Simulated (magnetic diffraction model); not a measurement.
**Magnetic neutron pattern of Cr3CdB6**

Space group Amm2 (no. 38), a = 3.0980 Å, b = 3.1510 Å, c = 18.6520 Å.

```
site  atom    x    y       z
  2a    Cd    0  1/2  0.2980
  2b    Cr  1/2  1/2  0.4280
  2a    Cr    0    0  0.0717
  2b    Cr  1/2    0  0.2015
  2b     B  1/2  1/2  0.1233
  2a     B    0    0  0.3789
  2b     B  1/2    0  0.3253
  2a     B    0  1/2  0.1741
  2b     B  1/2  1/2  0.0251
  2a     B    0    0  0.4750
```

This is a made-up structure (elements placed in a structure type, unrelaxed), so the numbers test the method and describe no known phase.

Only Cr is taken to order (form factors of Cr2+); orders and moment sizes are assumed, and not adapted to the symmetry. Radiation: neutrons of λ = 1.594 Å (absorption by B and Cd left out), 8° to 45°; isotropic B of 0.17 Å² (Cd), 0.24 Å² (Cr) and 0.33 Å² (B). Simulated constant-wavelength pattern: nuclear and magnetic terms add, the magnetic one as |2.695 fm × Σ f S⊥ exp(2πi Q·r) exp(−B s²)|², summed over all Q at one angle with the factor 1/(sin²θ cos θ). For collinear order S is the moment m, which repeats by lattice and centring translations R with the sign exp(−2πi k·R). Free-ion form factors, Sears's scattering lengths of 1992, no absorption; a label names one of the reflections at its angle. The strongest nuclear line in the range is 100, and lines under 0.2 are left out.

Assume the order k = (0 1/2 1/2), collinear moments along [100], 2.48 μB on Cr; signs + at (1/2, 1/2, 0.4280), + at (0, 0, 0.0717), + at (1/2, 0, 0.2015).

Predict the pattern, nuclear and magnetic parts apart.

```csv
2θ (°),index,nuclear,magnetic
9.80,(0 0 2),8.4,0.0
14.74,(0 1/2 1/2),0.0,67.2
16.30,(0 1/2 -3/2),0.0,151.6
19.06,(0 1/2 5/2),0.0,87.7
19.68,(0 0 4),10.3,0.0
22.59,(0 1/2 -7/2),0.0,15.6
26.61,(0 1/2 9/2),0.0,19.3
29.71,(0 0 6),30.3,0.0
29.73,(0 1 1),100.0,0.0
29.82,(1 0 0),0.4,0.0
30.96,(0 1/2 -11/2),0.0,22.0
31.46,(1 0 2),9.3,0.0
32.95,(0 1 3),4.1,0.0
33.41,(1 1/2 1/2),0.0,2.8
34.16,(1 1/2 -3/2),0.0,8.1
35.54,(0 1/2 13/2),0.0,6.7
35.63,(1 1/2 5/2),0.0,6.9
35.98,(1 0 4),1.4,0.0
37.73,(1 1/2 -7/2),0.0,2.0
38.67,(0 1 5),2.5,0.0
39.98,(0 0 8),9.0,0.0
40.31,(0 1/2 -15/2),0.0,2.9
40.39,(1 1/2 9/2),0.0,6.3
42.61,(1 1 1),15.3,0.0
43.52,(1 1/2 -11/2),0.0,10.0
44.67,(0 3/2 -1/2),0.0,2.5
```

The strongest magnetic line in the range is (0 1/2 -3/2) at 16.30° (151.6). On top of the Lorentz factor, which all lines share, magnetic lines fade with angle because f falls: for Cr2+ it is 0.88, 0.62, 0.37 and 0.09 at sin θ/λ = 0.1, 0.2, 0.3 and 0.5 Å⁻¹, while nuclear lengths stay constant. The order has no net moment.

[Logs are printed without paths, hosts, clocks, repeated set-up lines and the standing remarks that a program may print on its own settings, such as how far it seeks lower states.]
